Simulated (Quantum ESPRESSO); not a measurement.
# Hf2CO2 MXene, 1 layer, stepped through the field along the normal, part 2 of 4

Wanted: a table for Hf2CO2 MXene, 1 layer against the field along the normal, and what can be fitted to it.

Quantum ESPRESSO 7.5; plane-wave DFT, PBE, GBRV ultrasoft pseudopotentials.

So far. Step 2 (Variable-cell relaxation of the reference):  The last row is no step: it is a fresh SCF in the final cell with a new plane-wave basis, -0 meV from the row before.

## Step 3: SCF with pw.x, 0 V/Å

The self-consistent run of this member.

Level of this step: plane-wave DFT, PBE, GBRV ultrasoft pseudopotentials (Quantum ESPRESSO 7.5).

m0.scf.in reads:

```
&control
  prefix = 'm0.scf'
  outdir = './out'
  pseudo_dir = './pseudo'
  calculation = 'scf'
  tprnfor = .true.
  tefield = .true.
  dipfield = .true.
/
&system
  ibrav = 0
  nat = 5
  ntyp = 3
  ecutwfc = 40
  ecutrho = 200
  occupations = 'smearing'
  smearing = 'fd'
  degauss = 0.002
  edir = 3
  emaxpos = 0.97
  eopreg = 0.04
  eamp = 0.0
  nbnd = 26
/
&electrons
  conv_thr = 1e-09
  mixing_beta = 0.4
  electron_maxstep = 120
  mixing_mode = 'plain'
/
ATOMIC_SPECIES
  O   15.9990  o_pbe_v1.2.uspp.F.UPF
  Hf  178.4900  hf_pbe_v1.uspp.F.UPF
  C   12.0110  c_pbe_v1.2.uspp.F.UPF
CELL_PARAMETERS angstrom
  3.25885805400000 0.00000000000000 0.00000000000000
  -1.62942902700000 2.82225386200000 0.00000000000000
  0.00000000000000 0.00000000000000 21.95294679600000
ATOMIC_POSITIONS crystal
  O   0.333333333300 0.666666666700 0.394817234100
  Hf  0.666666666700 0.333333333300 0.437351709200
  C   0.000000000000 0.000000000000 0.500000000000
  Hf  0.333333333300 0.666666666700 0.562648290800
  O   0.666666666700 0.333333333300 0.605182765900
K_POINTS automatic
  12 12 1 0 0 0
```

Launch:

```
$ OMP_NUM_THREADS=1 mpirun -n 4 pw.x -nk 4 -in m0.scf.in > m0.scf.out
```

What it wrote:

```text
[banner, memory and clock lines left out]
Program PWSCF v.7.5 starts
[citation notice left out]

[...]
bravais-lattice index     =            0
     lattice parameter (alat)  =       6.1583  a.u.
     unit-cell volume          =    1362.5453 (a.u.)^3
     number of atoms/cell      =            5
     number of atomic types    =            3
     number of electrons       =        40.00
     number of Kohn-Sham states=           26
     kinetic-energy cutoff     =      40.0000  Ry
     charge density cutoff     =     200.0000  Ry
     scf convergence threshold =      1.0E-09
     mixing beta               =       0.4000
     number of iterations used =            8  plain     mixing
     Exchange-correlation= SLA  PW   PBE  PBE
                           (   1   4   3   4   0   0   0)

[...]
PseudoPot. # 1 for O  read from file:
     ./pseudo/o_pbe_v1.2.uspp.F.UPF
     Pseudo is Ultrasoft + core correction, Zval =  6.0
     Generated by new atomic code, or converted to UPF format
     Using radial grid of  737 points,  5 beta functions with:
                l(1) =   0
                l(2) =   0
                l(3) =   1
                l(4) =   1
                l(5) =   2
     Q(r) pseudized with  8 coefficients,  rinner =    0.900   0.900   0.900
                                                       0.900   0.900

     PseudoPot. # 2 for Hf read from file:
     ./pseudo/hf_pbe_v1.uspp.F.UPF
     Pseudo is Ultrasoft + core correction, Zval = 12.0
     Generated by new atomic code, or converted to UPF format
     Using radial grid of  921 points,  8 beta functions with:
                l(1) =   0
                l(2) =   0
                l(3) =   0
                l(4) =   1
                l(5) =   1
                l(6) =   2
                l(7) =   2
                l(8) =   3
     Q(r) pseudized with  6 coefficients,  rinner =    1.200   1.200   1.200
                                                       1.200   1.200   1.200
                                                       1.200

     PseudoPot. # 3 for C  read from file:
     ./pseudo/c_pbe_v1.2.uspp.F.UPF
     Pseudo is Ultrasoft + core correction, Zval =  4.0
     Generated by new atomic code, or converted to UPF format
     Using radial grid of  721 points,  4 beta functions with:
                l(1) =   0
                l(2) =   0
                l(3) =   1
                l(4) =   1
     Q(r) pseudized with  8 coefficients,  rinner =    1.100   1.100   1.100

     atomic species   valence    mass     pseudopotential
     O                 6.00    15.99900     O ( 1.00)
     Hf               12.00   178.49000     Hf( 1.00)
     C                 4.00    12.01100     C ( 1.00)

     No symmetry found

[...]
number of k points=    74  Fermi-Dirac smearing, width (Ry)=  0.0020
[...]
Dense  grid:    64963 G-vectors     FFT dimensions: (  27,  27, 192)

     Smooth grid:    46727 G-vectors     FFT dimensions: (  25,  25, 180)

     Check: negative core charge=   -0.000018

     Initial potential from superposition of free atoms

     starting charge      36.0000, renormalised to      40.0000

     negative rho (up, down):  2.311E-01 0.000E+00

     Adding external electric field

     Computed dipole along edir(3) :
        Dipole                0.0000 Ry au,          0.0000 Debye
        Dipole field          0.0000 Ry au,

        Potential amp.       -0.0000 Ry
        Total length         39.8257 bohr

     Starting wfcs are   38 randomized atomic wfcs

     per-process dynamical memory:   100.1 Mb

     Self-consistent Calculation

     iteration #  1     ecut=    40.00 Ry     beta= 0.40
     Davidson diagonalization with overlap
     ethr =  1.00E-02,  avg # of iterations =  3.9

     negative rho (up, down):  2.195E-01 0.000E+00

     Adding external electric field

     Computed dipole along edir(3) :
        Dipole                0.0002 Ry au,          0.0004 Debye
        Dipole field          0.0000 Ry au,

        Potential amp.       -0.0001 Ry
        Total length         39.8257 bohr

     total energy              =    -393.60694000 Ry
     estimated scf accuracy    <       4.87633395 Ry

     iteration #  2     ecut=    40.00 Ry     beta= 0.40
[...]
negative rho (up, down):  2.175E-01 0.000E+00

[...]
Dipole                0.0215 Ry au,          0.0547 Debye
[...]
total energy              =    -394.32132394 Ry
     estimated scf accuracy    <       1.42681498 Ry

     iteration #  3     ecut=    40.00 Ry     beta= 0.40
[...]
negative rho (up, down):  2.172E-01 0.000E+00

[...]
Dipole               -0.0005 Ry au,         -0.0013 Debye
[...]
total energy              =    -394.54887937 Ry
     estimated scf accuracy    <       0.21913553 Ry

     iteration #  4     ecut=    40.00 Ry     beta= 0.40
[...]
negative rho (up, down):  2.186E-01 0.000E+00

[...]
Dipole                0.0399 Ry au,          0.1015 Debye
[...]
total energy              =    -394.57091732 Ry
     estimated scf accuracy    <       0.01920282 Ry

     iteration #  5     ecut=    40.00 Ry     beta= 0.40
[...]
c_bands:  1 eigenvalues not converged
[...]
negative rho (up, down):  2.192E-01 0.000E+00

[...]
Dipole               -0.0360 Ry au,         -0.0916 Debye
[...]
total energy              =    -394.57374729 Ry
     estimated scf accuracy    <       0.00722000 Ry

     iteration #  6     ecut=    40.00 Ry     beta= 0.40
[...]
negative rho (up, down):  2.199E-01 0.000E+00

[...]
Dipole                0.0039 Ry au,          0.0099 Debye
[...]
total energy              =    -394.57447025 Ry
     estimated scf accuracy    <       0.00654630 Ry

[...]
iteration # 11     ecut=    40.00 Ry     beta= 0.40
[...]
negative rho (up, down):  2.209E-01 0.000E+00

[...]
Dipole               -0.0000 Ry au,         -0.0000 Debye
[...]
total energy              =    -394.57517732 Ry
     estimated scf accuracy    <       0.00000039 Ry

     iteration # 12     ecut=    40.00 Ry     beta= 0.40
[...]
negative rho (up, down):  2.209E-01 0.000E+00

[...]
Dipole               -0.0000 Ry au,         -0.0000 Debye
[...]
total energy              =    -394.57517737 Ry
     estimated scf accuracy    <       0.00000001 Ry

     iteration # 13     ecut=    40.00 Ry     beta= 0.40
[...]
negative rho (up, down):  2.209E-01 0.000E+00

[...]
Dipole               -0.0000 Ry au,         -0.0000 Debye
[...]
total energy              =    -394.57517737 Ry
     estimated scf accuracy    <       0.00000002 Ry

     iteration # 14     ecut=    40.00 Ry     beta= 0.40
[...]
negative rho (up, down):  2.209E-01 0.000E+00

[...]
Dipole                0.0000 Ry au,          0.0001 Debye
[...]
End of self-consistent calculation

          k = 0.0000 0.0000 0.0000 (  5843 PWs)   bands (ev):

   -61.3948 -61.3786 -30.3646 -30.0781 -29.8684 -29.8684 -29.8415 -29.8415
   -18.2951 -18.1942  -9.9953  -5.3465  -4.6938  -4.6938  -4.3535  -4.3535
    -3.9680  -1.1241   0.3047   0.3047   2.6307   2.6307   2.9444   4.1421
     4.3108   4.3109

          k = 0.0000 0.0962 0.0000 (  5823 PWs)   bands (ev):

   -61.3924 -61.3766 -30.3511 -30.0849 -29.9062 -29.8895 -29.8797 -29.8487
   -18.2452 -18.1568  -9.9910  -5.3090  -4.6942  -4.6277  -4.4378  -4.3083
    -3.8444  -0.9633  -0.2815   0.0566   2.5502   2.9458   3.0973   4.2723
     4.3515   4.3691

[...]
the Fermi energy is     0.8068 ev

!    total energy              =    -394.57517738 Ry
     estimated scf accuracy    <          3.0E-10 Ry
     smearing contrib. (-TS)   =      -0.00000000 Ry
     internal energy E=F+TS    =    -394.57517738 Ry

     The total energy is F=E-TS. E is the sum of the following terms:
     one-electron contribution =   -2296.93829533 Ry
     hartree contribution      =    1151.03471295 Ry
     xc contribution           =    -169.91874715 Ry
     ewald contribution        =     921.24715214 Ry
     electric field correction =       0.00000000 Ry

     convergence has been achieved in  14 iterations

     negative rho (up, down):  2.209E-01 0.000E+00

     Forces acting on atoms (cartesian axes, Ry/au):

     atom    1 type  1   force =    -0.00000001   -0.00000002   -0.00181263
     atom    2 type  2   force =    -0.00000003   -0.00000003   -0.00317903
     atom    3 type  3   force =    -0.00000000   -0.00000002    0.00000320
     atom    4 type  2   force =     0.00000001    0.00000004    0.00317164
     atom    5 type  1   force =     0.00000004    0.00000003    0.00181683

     Total force =     0.005172     Total SCF correction =     0.000049

[...]
```

Wall time 57 s (4 MPI ranks of Intel Xeon Platinum 8488C (Sapphire Rapids), shared host); peak memory 0.99 GiB.

This step gave:

| Item | Value |
| --- | --- |
| free energy | -5368.4688 eV |
| Fermi energy | 0.8068 eV |
| dipole along the normal | 2.08e-5 e·Å |
| valence top, on the run's zero | 0.3047 eV |
| conduction bottom, on the run's zero | 1.328 eV |
| gap by band count | 1.023 eV |

## Step 4: Potential by pp.x, 0 V/Å

plot_num = 11 writes the bare and Hartree potential, from which vacuum levels or, in a crystal, the mean potential are read.

m0.pot.in reads:

```
&inputpp
  prefix = 'm0.scf'
  outdir = './out'
  filplot = 'm0.pot.dat'
  plot_num = 11
/
```

Launch:

```
$ OMP_NUM_THREADS=1 mpirun -n 4 pp.x -in m0.pot.in > m0.pot.out
```

What it wrote:

```text
[banner, memory and clock lines left out]
Program POST-PROC v.7.5 starts

          URL

     ./out/m0.scf.save/

     IMPORTANT: XC functional enforced from input :
     Exchange-correlation= PBE
                           (   1   4   3   4   0   0   0)
     Any further DFT definition will be discarded
     Please, verify this is what you really want

     Check: negative core charge=   -0.000018

     negative rho (up, down):  2.209E-01 0.000E+00

     Adding external electric field

     Computed dipole along edir(3) :
        Dipole                0.0000 Ry au,          0.0001 Debye
        Dipole field          0.0000 Ry au,

        Potential amp.       -0.0000 Ry
        Total length         39.8257 bohr

     Calling punch_plot, plot_num =  11

     Adding external electric field

     Computed dipole along edir(3) :
        Dipole                0.0000 Ry au,          0.0001 Debye
        Dipole field          0.0000 Ry au,

        Potential amp.       -0.0000 Ry
        Total length         39.8257 bohr

     Writing data to file  m0.pot.dat
     Message from routine chdens:
     namelist plot not found or invalid, exiting
```

Run time: 1.7 s. Hardware: 4 MPI ranks; peak memory 0.15 GiB; 5.4 s of CPU time.

Read from the output:

- slope of the potential above: 2.82e-5 eV/Å
- upper vacuum line continued to the top atoms, over the valence top: 5.394 eV
- slope of the potential below: -2.08e-5 eV/Å
- lower vacuum line continued to the bottom atoms, over the valence top: 5.394 eV
- vacuum level at the upper face over the valence top of the mesh: 5.394 eV
- vacuum level at the lower face over the valence top of the mesh: 5.394 eV

Electrostatic potential energy of an electron, with the sawtooth; zero at the highest filled level of the SCF mesh. The potential energy, planar mean by z:

```csv
z (Å),"potential energy, planar mean (eV)"
0.0,5.39
0.5,5.39
1.0,5.39
1.5,5.39
2.0,5.39
2.5,5.39
3.0,5.39
3.5,5.39
4.0,5.39
4.5,5.39
5.0,5.39
5.5,5.39
6.0,5.39
6.5,5.38
7.0,5.31
7.5,4.95
8.0,2.93
8.5,-6.78
9.0,-10.1
9.5,-7.04
10.0,-6.81
10.5,-5.14
11.0,-7.39
11.5,-5.14
12.0,-6.91
12.5,-7.22
13.0,-10.4
13.5,-5.71
14.0,3.27
14.5,5.02
15.0,5.32
15.5,5.38
16.0,5.39
16.5,5.39
17.0,5.39
17.5,5.39
18.0,5.39
18.5,5.39
19.0,5.39
19.5,5.39
20.0,5.39
20.5,5.39
21.0,5.39
21.5,5.39
```

(Continued in part 3 of 4.)

[Logs are printed without paths, hosts, clocks, repeated set-up lines and the standing remarks that a program may print on its own settings, such as how far it seeks lower states.]

[Hosts, paths, dates, database ids (printed as entryN), source tags and the programs' standing remarks are cut or masked in the printed files.]

[Maps of the electrostatic potential energy from Ansatz leave out the sawtooth potential of an applied field or a dipole correction, so their vacuum need not be flat; planar profiles and work functions include it.]
